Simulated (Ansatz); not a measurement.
# A hypothetical structure for Mn2CuSe3Br, part 2 of 2

Starting from a made-up structure for Mn2CuSe3Br, the aim is the relaxed cell, its shortest contacts and, where a second run follows, its electronic structure.

Ansatz 0.2.0; DFT, PBE, plane-wave PAW, files of the set soft_1, scalar-relativistic, ferromagnetic start, cell and ions relaxed at zero pressure; PAW set soft_1 (the session's first sound run).

So far: Starting point; Relaxing cell and atoms.

**3. Electronic structure of the relaxed cell**

A second self-consistent run takes a narrower smearing and the mesh shown in its input; the bands follow along the standard path of the relaxed lattice.

This step: DFT, PBE, plane-wave PAW, files of the set soft_1, scalar-relativistic, ferromagnetic start, bands and density of states at the relaxed cell; PAW set soft_1 (Ansatz 0.2.0).

input.yaml

```yaml
crystal:
  lattice:
    - [5.5881314645, 0.0448426419, -0.1062515516]
    - [-0.1465705869, 5.5779268244, -0.0556409931]
    - [-2.5996495265, -2.7497368946, 5.710805853]
  atoms:
    - { symbol: Br, position: [0.62680956, 0.1264522779, 0.7510642733] }
    - { symbol: Se, position: [0.1052959612, 0.5979263794, 0.7326317366] }
    - { symbol: Se, position: [0.881310454, 0.8828811183, 0.2548197191] }
    - { symbol: Se, position: [0.391051717, 0.3711672712, 0.2524001134] }
    - { symbol: Cu, position: [0.4846304074, 0.546313065, 0.0188958085] }
    - { symbol: Mn, position: [0.021134355, 0.9876325036, 0.0002434719], spin: 3.7 }
    - { symbol: Mn, position: [0.2356675454, 0.7252273847, 0.4836448773], spin: 3.7 }
magnetization:
  spin_polarized: true
kpoints:
  mp_grid: { grid: [6, 6, 6] }
  band_path:
    path:
      - [[0.0, -0.5, 0.0], [0.0, 0.0, 0.0], [0.5, 0.0, 0.0]]
      - [[0.5, -0.5, 0.0], [0.0, 0.0, 0.0], [-0.5, 0.0, 0.5]]
      - [[-0.5, -0.5, 0.5], [0.0, 0.0, 0.0], [0.0, 0.0, 0.5]]
      - [[0.0, -0.5, 0.5], [0.0, 0.0, 0.0]]
    npoints: 11
scf:
  occupations: { method: fermi_dirac, width: 0.03 }
  n_extra_bands: 15
hamiltonian:
  xc: pbe
  pseudopotentials: { kind: paw, azcp: { folder: soft_1 } }
output:
  forces: true
  stress: true
  write_bands: true
  dos: { projected: true }
  write_density: true
  write_potential: true
  elf: true
  volumetric_format: npy
```

Run with:

```sh
$ ansatz run input.yaml --threads 4 --pin off --max-ram 10240MiB --backend cpu --events-out ev --progress --plain --runs-dir out
```

Numbers of over 12 decimals in the logs are rounded to 6 here.

The program printed:

```text
[...]
Crystal: 7 atoms, lattice volume = 175.612 Å³
Basis set: ecut = 420 eV, 3451 PW (Γ), exchange–correlation on 80×80×96 points (8 copies of the dense FFT grid, shifted against one another)
Bands: 67, of which v1, the nominal top of the filled ones, is band 52 counted from 1 (51 counted from 0)
Symmetry: 1 space group operations
[...]
k-points: 112 of 216 (time reversal used)
[...]
Starting moments: Σ|m| = 7.4 μB on 2 of 7 sites
[...]
SCF iter   1: F=—  HF=-33621.431223 eV  |F-HF|=—  |Δ(HF+E_count)|=         —  Δρ=2.86e-1 (↑2.86e-1 ↓2.60e-1)  dr2=5.31e2  dr2_m=2.57e0  M=4.383 μB ∫|m|=6.169 μB  β_m=0.30  ethr=3.10e-3  ⟨swp⟩=6.0  Hψ=53957  notcnv=0  defer=24
[...]
SCF iter  30: F=-33615.448589 eV  HF=-33615.448589 eV  |F-HF|=5.73e-8  |Δ(HF+E_count)|=   3.97e-8  Δρ=2.83e-6 (↑2.83e-6 ↓2.80e-6)  dr2=7.97e-8  dr2_m=3.84e-10  M=8.000 μB ∫|m|=8.998 μB  ethr=9.62e-11  ⟨swp⟩=12.6  Hψ=97860  notcnv=0
SCF 1 converged in 30 iterations: F = -33615.448589 eV  dr2 = 7.97e-8
[...]
NSCF: frozen V_eff on 81 k-points
SCF converged after 30 iterations
Magnetization: 8.0000 μB (56.0000 up, 48.0000 down)
Absolute magnetization: 8.9920 μB (∫|ρ↑−ρ↓|, with the PAW one-centre terms)
[...]
Per-site moments (μB) at R_I (Å): [(0.055652, 1.051012), (-0.070978, 0.974768), (-0.086496, 0.978203), (-0.091381, 0.983569), (-0.125508, 0.974768), (3.729276, 0.997668), (3.720544, 0.995532)]
Free energy (F): -33615.448589 eV
[...]
Internal energy: -33615.439619 eV  (E = F + TS)
E sigma→0 (E₀):  -33615.444104 eV
Entropy (-TS):   -0.008970 eV (-1.281 meV/atom)
Fermi energy:    6.524715 eV
[...]
--- Forces (eV/Å), atoms counted from 1 ---
  atom   1  Br    -0.00004385    -0.00283323    -0.00605833
  atom   2  Se     0.00011470     0.01037768     0.00014090
  atom   3  Se    -0.00786343     0.00282705     0.00237572
  atom   4  Se     0.00676431    -0.00436032     0.00076427
  atom   5  Cu    -0.00303300     0.00611690     0.00238775
  atom   6  Mn     0.00145817    -0.00545554    -0.00259548
  atom   7  Mn     0.00254279    -0.00667898     0.00289102
  max |Σ_I F_I| component: 9.42e-5 eV/Å
--- Stress (GPa, compression-positive) ---
        0.024544      -0.033677      -0.033194
       -0.033678       0.024805      -0.033425
       -0.033194      -0.033425      -0.001190
  P = ⅓ Tr σ = 0.0161 GPa (0.161 kbar)
--- Band table (eV; the first three rows and the last of 224) ---
  k-point 0 ↑: bands = [... 48 lower, 4.4607, 4.6074, 4.7292, 5.0028, 5.0836, 5.2156, 5.4606, 7.2992, ... 11 higher]
  k-point 1 ↑: bands = [... 48 lower, 4.4915, 4.7908, 4.8354, 5.0343, 5.1487, 5.3069, 5.4880, 6.9370, ... 11 higher]
  k-point 2 ↑: bands = [... 48 lower, 4.6161, 4.9795, 5.0510, 5.0931, 5.3061, 5.6209, 5.6818, 6.4199, ... 11 higher]
  k-point 111 ↓: bands = [... 48 lower, 7.5262, 7.5866, 7.7827, 7.9618, 8.0510, 8.1391, 8.5742, 8.6456, ... 11 higher]
```

It took 2.3 min on 4 threads of AMD EPYC 9B14 (Zen 4), shared host; peak memory 2.7 GiB.

Numbers from this step:

- free energy: -33615.4486 eV
- energy at zero smearing: -33615.4441 eV
- smearing term TS: 0.008970 eV
- Fermi energy: 6.525 eV
- absolute magnetization: 8.992 μB
- site moments: 0.05565, -0.07098, -0.08650, -0.09138, -0.1255, 3.729, 3.721 μB
- pressure: 0.01605 GPa

From bands.tsv, the bands that come nearest the Fermi level along the path, at its corners, in eV from the Fermi level:

```
point  band_52_up  band_53_up  band_54_up  band_55_up  band_56_up  band_57_up  band_47_dn  band_48_dn
    X       -0.99       -0.80       -0.65       -0.51       -0.11        0.52       -0.90        0.94
    Γ       -1.44       -1.31       -1.06        0.77        0.83        0.96       -1.00        0.60
    Y       -1.04       -0.75       -0.69       -0.59       -0.02        0.56       -0.97        0.89
    L       -0.76       -0.45       -0.19        0.29        0.37        0.41       -0.72        1.00
    Γ       -1.44       -1.31       -1.06        0.77        0.83        0.96       -1.00        0.60
    Z       -0.82       -0.65       -0.53       -0.30       -0.15        0.19       -0.73        0.98
    N       -0.60       -0.27        0.01        0.22        0.29        0.37       -0.73        1.00
    Γ       -1.44       -1.31       -1.06        0.77        0.83        0.96       -1.00        0.60
    M       -1.05       -0.65       -0.52       -0.36       -0.16        0.16       -0.91        0.85
    R       -0.91       -0.69       -0.56       -0.29       -0.15        0.25       -0.98        0.92
    Γ       -1.44       -1.31       -1.06        0.77        0.83        0.96       -1.00        0.60
```

Spin density in the ab plane at fractional z = 0.000, with atoms of Cu and Mn within 0.2 Å of it.

Ten even steps from '_' (-0.4 e/Å³) to '@' (6.3 e/Å³), each cell a mean:
```
%%==..____________________..==
::..________________________..
______________________________
______________________________
______________________________
______________________________
______________________________
______________________________
______________________________
______________________________
______________________________
______________________________
::..________________________..
@@++..____________________..==
```
Columns run along a (5.6 Å), rows up along b (5.6 Å). Atoms in or near the plane, at fractional coordinates: Cu at (0.48, 0.55), Mn at (0.02, 0.99).

ELF in the ab plane at fractional z = 0.000, with atoms of Cu and Mn within 0.2 Å of it. It is the smooth field of the valence electrons, not physical close to the nuclei.

Values, 14 rows by 15 columns, each cell a mean:
```
0.73 0.61 0.33 0.15 0.15 0.10 0.05 0.02 0.02 0.04 0.10 0.15 0.15 0.28 0.58
0.44 0.35 0.20 0.22 0.27 0.20 0.11 0.06 0.07 0.14 0.25 0.32 0.26 0.19 0.33
0.15 0.15 0.24 0.36 0.37 0.27 0.18 0.14 0.15 0.25 0.40 0.49 0.45 0.27 0.15
0.13 0.19 0.31 0.38 0.35 0.24 0.17 0.15 0.16 0.25 0.41 0.52 0.51 0.38 0.20
0.09 0.13 0.23 0.29 0.25 0.17 0.16 0.16 0.15 0.17 0.29 0.41 0.41 0.29 0.15
0.04 0.06 0.13 0.19 0.17 0.16 0.24 0.43 0.21 0.16 0.18 0.22 0.20 0.12 0.06
0.02 0.03 0.08 0.14 0.16 0.16 0.35 0.67 0.26 0.16 0.13 0.11 0.07 0.03 0.02
0.02 0.04 0.10 0.17 0.17 0.15 0.17 0.20 0.16 0.14 0.12 0.10 0.06 0.03 0.02
0.04 0.11 0.23 0.31 0.29 0.19 0.16 0.15 0.13 0.12 0.17 0.23 0.20 0.11 0.04
0.09 0.21 0.39 0.48 0.46 0.34 0.20 0.13 0.11 0.18 0.36 0.46 0.40 0.23 0.09
0.13 0.23 0.41 0.54 0.53 0.41 0.21 0.09 0.09 0.25 0.48 0.55 0.46 0.26 0.13
0.18 0.18 0.24 0.40 0.45 0.34 0.15 0.04 0.06 0.21 0.40 0.44 0.33 0.17 0.14
0.49 0.40 0.21 0.19 0.26 0.19 0.07 0.02 0.03 0.09 0.18 0.21 0.16 0.17 0.37
0.76 0.64 0.34 0.14 0.13 0.09 0.04 0.01 0.01 0.03 0.07 0.11 0.12 0.29 0.60
```
Columns run along a (5.6 Å), rows up along b (5.6 Å). Atoms in or near the plane, at fractional coordinates: Cu at (0.48, 0.55), Mn at (0.02, 0.99).

Valence density in the ab plane at fractional z = 0.000, with atoms of Cu and Mn within 0.2 Å of it. It is the smooth field of the valence electrons, not physical close to the nuclei.

Ten steps, logarithmic in the rise over the least value, from '0' (0 e/Å³) to '9' (51 e/Å³), each cell a mean:
```
863000000000026
431000000000013
000000000000000
000000000000000
000001232100000
000002686200000
000003897200000
000001464100000
000000111000000
000000000000000
000000000000000
110000000000000
541000000000013
863000000000026
```
Columns run along a (5.6 Å), rows up along b (5.6 Å). Atoms in or near the plane, at fractional coordinates: Cu at (0.48, 0.55), Mn at (0.02, 0.99).

**4. Results**

| Item | Value |
| --- | --- |
| space group, relaxed | P1 |
| conventional cell | a = 5.580, b = 5.589, c = 6.851 Å; α = 113.5°, β = 113.6°, γ = 91.0° |
| volume per atom | 25.09 Å³ (guess 25.54) |
| total moment | 8.00 μB in the cell of 7 atoms |

**Reading.** Mn2CuSe3Br relaxes to P1 with a = 5.580, b = 5.589 and c = 6.851 Å. The guessed volume was 2 % too large. The space group P1 was held in the relaxation, so the end point is a stationary structure within it and may be a saddle against distortions or other arrangements. The input starts from parallel moments, and no other start was typed. Bands cross the Fermi level, so it is a metal or semimetal at this level. On the 6×6×6 mesh with the narrower smearing (relaxed on 5×5×5) the largest force component is 0.010 eV/Å and the largest stress component is 0.034 GPa, within the relaxation's thresholds of 0.015 eV/Å and 0.05 GPa. The cutoff wasn't tested. No dispersion term is used, so weakly bound directions may come out too long. Nothing here tests whether the compound is stable against decomposition.

[Logs are printed without paths, hosts, clocks, repeated set-up lines and the standing remarks that a program may print on its own settings, such as how far it seeks lower states.]

[Hosts, paths, dates, database ids (printed as entryN), source tags and the programs' standing remarks are cut or masked in the printed files.]
